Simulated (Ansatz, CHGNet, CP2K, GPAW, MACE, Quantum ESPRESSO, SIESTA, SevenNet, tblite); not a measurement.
# tblite runs on generalised stacking fault on (111) (shuffle set) of a GaAs-GaSb solid solution (48 atoms)

Aim: run generalised stacking fault on (111) (shuffle set) of a GaAs-GaSb solid solution (48 atoms) in tblite and see how near its forces come to a plane-wave reference, and at what cost.

Method: the method is named at each step, in tblite 0.8.0.

### Step 1. Starting point

The cell holds 48 atoms: 24 Ga, 10 Sb and 14 As. Its edges and angles: a = 8.267 Å, b = 7.159 Å, c = 20.485 Å, α = 90.0°, β = 81.3°, γ = 90.0°. Zinc-blende GaAs lattice (a = 5.8453 Å, the value set for the mixture), cell with z along [111], 2 x 1 x 2 periods; the third cell vector is tilted by 0.750 of 1/2[1-10] and lengthened by 0 Å, so the cell holds one fault (shuffle set); displaced by a Gaussian of 0.01 Å; 10 of 24 As sites given to Sb at random (lattice constant by Vegard's rule between GaAs and GaSb). Then every atom was moved at random, 0.02 Å r.m.s. a Cartesian component. The structure's axis is c.

The yardstick, on the same geometry:

| Property | Result |
| --- | --- |
| method | Kohn-Sham DFT, PBE, PAW, plane waves (Ansatz 0.2.0); cutoff 420 eV, Γ point, fermi-dirac smearing of 0.05 eV; PAW set soft_2 |
| r.m.s. force component | 0.6675 eV/Å |
| longest force | 2.353 eV/Å |
| pressure | 4.926 GPa |
| SCF cycles | 11 |
| time | 12 s on 8 threads of Arm Neoverse V1, shared host |
| CPU time | 84 s |

### Step 2. GFN1-xTB

Method: GFN1-xTB tight binding, diagonalisation.

Contents of run.py:

```python
import numpy as np
from ase.io import read
from tblite.ase import TBLite

atoms = read("structure.xyz")
atoms.calc = TBLite(method="GFN1-xTB", electronic_temperature=580, accuracy=1.0, max_iterations=250, mixer_damping=0.1, verbosity=1)
energy = atoms.get_potential_energy()
forces = atoms.get_forces()
print(f"energy {energy:.6f} eV")
print("forces (eV/A)")
for i, (a, f) in enumerate(zip(atoms, forces)):
    print(f"{i:4d} {a.symbol:2s} {f[0]:10.5f} {f[1]:10.5f} {f[2]:10.5f}")
stress = -atoms.get_stress(voigt=False) * 160.21766
print("stress (GPa, compression positive)")
for row in stress:
    print(" ".join(f"{x:10.4f}" for x in row))
print("charges (e)")
print(np.array2string(atoms.get_charges(), precision=4, suppress_small=True, max_line_width=110, threshold=100000))
```

Contents of structure.xyz:

```xyz
48
Lattice="8.26650 0.00000 0.00000 0.00000 7.15900 0.00000 3.09994 0.00000 20.24871" Properties=species:S:1:pos:R:3 pbc="T T T"
Ga 6.21267 3.55545 18.98074
Sb 6.18960 3.58057 1.27526
Ga 6.16577 5.91534 2.12713
As 6.18494 5.95135 4.65903
Ga 10.36274 3.59833 18.99936
As 2.08646 3.55623 1.24732
Ga 2.05012 5.91240 2.12551
As 2.08110 6.00082 4.62541
Ga 4.12638 0.01947 18.99754
As 4.14321 7.14891 1.29673
Ga 4.11852 2.39268 2.12247
As 4.15712 2.39454 4.66247
Ga 4.12669 4.74627 5.48801
As 4.14253 4.72530 7.96625
Ga 6.20153 1.19534 5.47525
Sb 6.21959 1.13864 7.97880
Ga 6.15144 3.58501 8.86792
Sb 6.21213 3.53225 11.38585
Ga 6.23082 5.99087 12.22394
Sb 6.22014 5.97633 14.75139
Ga 8.27535 7.14454 19.00139
Sb 8.25261 0.01360 1.27810
Ga 8.27709 2.40141 2.07246
As 8.22092 2.40141 4.60516
Ga 8.25356 4.76653 5.47444
Sb 8.28250 4.75644 8.05332
Ga 2.06501 1.18159 5.47120
As 2.10870 1.20128 8.01039
Ga 2.05083 3.61930 8.82783
As 2.10879 3.59203 11.39273
Ga 2.06247 5.99344 12.20471
As 10.36040 5.93674 14.74693
Ga 4.14359 0.01997 8.79989
As 4.11626 0.02463 11.41136
Ga 4.14410 2.35187 12.23468
As 4.15300 2.38924 14.79715
Ga 4.10657 4.78744 15.62836
Sb 4.15325 4.76167 18.13576
Ga 6.20324 1.21896 15.60264
Sb 6.19706 1.18474 18.17463
Ga 8.26091 7.14361 8.89830
Sb 8.25589 0.01919 11.38443
Ga 8.29972 2.37571 12.21341
As 8.23330 2.38037 14.70725
Ga 8.27226 4.76295 15.63018
As 8.24591 4.78099 18.14062
Ga 10.32773 1.18460 15.57895
Sb 10.33157 1.15518 18.14021
```

On the command line:

```bash
$ OMP_NUM_THREADS=1 python run.py > output.txt
```

Log:

```text
------------------------------------------------------------
  cycle        total energy    energy error   density error
------------------------------------------------------------
      1     -89.31801908599  -8.9380225E+01   4.2655338E-01
      2     -90.88360342512  -1.5655843E+00   3.2809079E-01
      3     -89.48949113241   1.3941123E+00   2.9422272E-01
      4     -89.42933347015   6.0157662E-02   2.4820390E-01
      5     -90.52137964185  -1.0920462E+00   9.0445962E-02
      6     -90.84591970625  -3.2454006E-01   5.8598098E-02
      7     -91.15563410902  -3.0971440E-01   3.1443013E-02
      8     -91.20191290372  -4.6278795E-02   2.1744874E-02
      9     -91.21587552884  -1.3962625E-02   1.0045849E-02
     10     -91.21818038763  -2.3048588E-03   6.1352216E-03
     11     -91.21789602234   2.8436529E-04   4.9612264E-03
     12     -91.21847562673  -5.7960439E-04   2.2273514E-03
     13     -91.21847782619  -2.1994572E-06   1.6072941E-03
     14     -91.21854226124  -6.4435053E-05   4.7391479E-04
     15     -91.21853967600   2.5852456E-06   3.8766016E-04
     16     -91.21854180204  -2.1260435E-06   2.3136879E-04
     17     -91.21854476873  -2.9666908E-06   1.0360232E-04
     18     -91.21854483013  -6.1402446E-08   8.4426263E-05
     19     -91.21854493442  -1.0428505E-07   3.6343767E-05
     20     -91.21854496061  -2.6195849E-08   2.5421403E-05
     21     -91.21854499513  -3.4516844E-08   7.3025966E-06
------------------------------------------------------------
 total:                                   3.954 sec
energy -2482.183040 eV
forces (eV/A)
   0 Ga    0.84418    0.53875    1.81625
   1 Sb    0.35010   -0.04190   -2.20715
   2 Ga   -0.77907    0.99110    1.52221
   3 As    0.09532    0.50466   -0.51330
   4 Ga   -1.54269   -0.25155    1.23594
   5 As    0.29133    0.50279   -0.99634
   6 Ga    1.06305   -0.83756    0.77927
   7 As   -0.06099    0.03350   -0.37018
   8 Ga   -0.00415   -0.90201    1.87432
   9 As    0.21491    0.38506   -1.02020
  10 Ga   -1.01580   -1.25401    1.04806
  11 As   -0.22727    0.29762   -0.61726
  12 Ga   -0.01093   -0.25774    0.38645
  13 As   -0.22537    0.64362   -0.36259
  14 Ga    0.01081   -0.45758   -1.20629
  15 Sb    0.39803    1.33053   -0.15130
  16 Ga   -0.77932   -0.21708   -0.32360
  17 Sb    0.06790    1.12176   -0.30733
  18 Ga   -1.75394   -0.46203   -0.01881
  19 Sb   -0.31721    0.31482   -0.23770
  20 Ga   -0.47092   -1.69603    1.85728
  21 Sb    0.08807   -0.01129   -1.95088
  22 Ga    1.17949    0.32229    1.57943
  23 As    0.45187    0.32054   -0.42192
[...]
40 Ga    1.49760    0.34931   -0.55910
  41 Sb    0.24260    0.32652   -0.35013
  42 Ga    1.36004    0.75107    1.45900
  43 As    0.27872    0.42277   -0.35597
  44 Ga    1.10800   -0.96042    0.79934
  45 As    0.07910    0.11856   -0.40634
  46 Ga   -0.08472   -0.39603   -0.57918
  47 Sb   -0.32315    1.10287   -0.50597
stress (GPa, compression positive)
   15.0657    -0.1222     0.9010
   -0.1222     7.1121    -0.5599
    0.9010    -0.5599     4.5664
charges (e)
[-0.0445  0.1022 -0.0356 -0.0173 -0.0634 -0.0185 -0.0095 -0.0157 -0.0955 -0.0216 -0.0077 -0.015   0.0207
 -0.0193 -0.0072  0.0971 -0.0648  0.0984 -0.0668  0.1037 -0.0626  0.1    -0.045  -0.0175 -0.0069  0.0965
  0.018  -0.0231 -0.0208 -0.0216 -0.01   -0.0148 -0.0173 -0.019  -0.0052 -0.0125 -0.0396  0.1064 -0.0694
  0.1092 -0.0644  0.1052 -0.0386 -0.0117 -0.0243 -0.0149 -0.0199  0.1041]
```

Wall time 4.6 s (1 thread of Arm Neoverse V1, shared host); peak memory 0.12 GiB.

Banners, paths, timers and routine set-up lines are dropped from the logs unmarked, and long logs keep their key lines alone; longer cuts are marked.

Numbers from this run, and their distance from the reference:

```yaml
r_m_s_force_component: 0.8479 eV/Å
r_m_s_difference_of_force_components: 294.8 meV/Å
longest_difference_of_force_vectors: 1050 meV/Å
force_difference_over_r_m_s_force: 44.16 %
slope_of_forces_against_the_reference_s: 1.209
correlation_of_force_components: 0.952
pressure: 8.915 GPa
pressure_difference: 3.988 GPa
```

Length of the force difference by element (eV/Å):

```
element  atoms  mean  most
     As     14  0.40  0.55
     Ga     24  0.48  0.85
     Sb     10  0.57   1.1
```

A closer look about Ga9, whose charge lies farthest from its element's mean: 9 atoms, nearest first, numbered in the order of the input, with positions taken from that point.

```csv
atom,x,y,z,distance (Å),bonds,Mulliken charge (e),Fx,Fy,Fz (eV/Å)
Ga9,0.00,0.00,0.00,0.00,4,-0.10,0.00,-0.90,1.87
Sb48,-2.06,1.14,-0.86,2.50,4,0.10,-0.32,1.10,-0.51
Sb40,2.07,1.17,-0.82,2.51,4,0.11,0.09,0.09,-0.90
Sb38,0.03,-2.42,-0.86,2.57,4,0.11,0.02,0.82,-0.09
Sb22,-1.04,-0.01,2.53,2.73,4,0.10,0.09,-0.01,-1.95
Ga7,1.02,-1.27,3.38,3.75,4,-0.01,1.06,-0.84,0.78
As10,3.12,-0.03,2.55,4.03,4,-0.02,0.21,0.39,-1.02
Ga1,2.09,3.54,-0.02,4.11,4,-0.04,0.84,0.54,1.82
Ga5,-2.03,3.58,0.00,4.11,4,-0.06,-1.54,-0.25,1.24
```

Atoms are counted from 1 here, from 0 in the log.

Forces lie 44 % from the reference's, at 0.055 times its CPU time (on 1 against 8 cores).

### Step 3. Summary of results

```json
{
 "force difference from the reference": "tblite GFN1-xTB, 44 %",
 "its CPU time": "4.6 s"
}
```

What this shows: Tight binding differs by 44 % (tblite GFN1-xTB); it is another model, with fitted parameters of its own, and the xTB methods hold dispersion. One electronic-structure run takes under half the reference's CPU time: tblite GFN1-xTB, at 44 % in 4.6 s against 84 s; its pressure misses by +4.0 GPa. Periodic xTB results under one method name differ between programs and library versions. The reference's stress is far from hydrostatic: its diagonal is 11.1, 1.3, 2.4 GPa, compression counted positive. The host structure and its lattice constant were typed by rule, without a check against the phase diagram. The reference's pressure of 4.9 GPa belongs to a cell and atoms that aren't relaxed at this level. The electronic-structure runs sample only Γ, in a cell whose shortest periodic width is 7 Å, which is coarse for a cell with partly filled levels. Spin–orbit coupling is left out, which matters for the levels of the heavy elements.

[Also dropped from logs without a mark: logging warnings of Python, and SIESTA's first energy breakdown and zero terms.]

[Logs are printed without paths, hosts, clocks, repeated set-up lines and the standing remarks that a program may print on its own settings, such as how far it seeks lower states.]

[Hosts, paths, dates, database ids (printed as entryN), source tags and the programs' standing remarks are cut or masked in the printed files.]
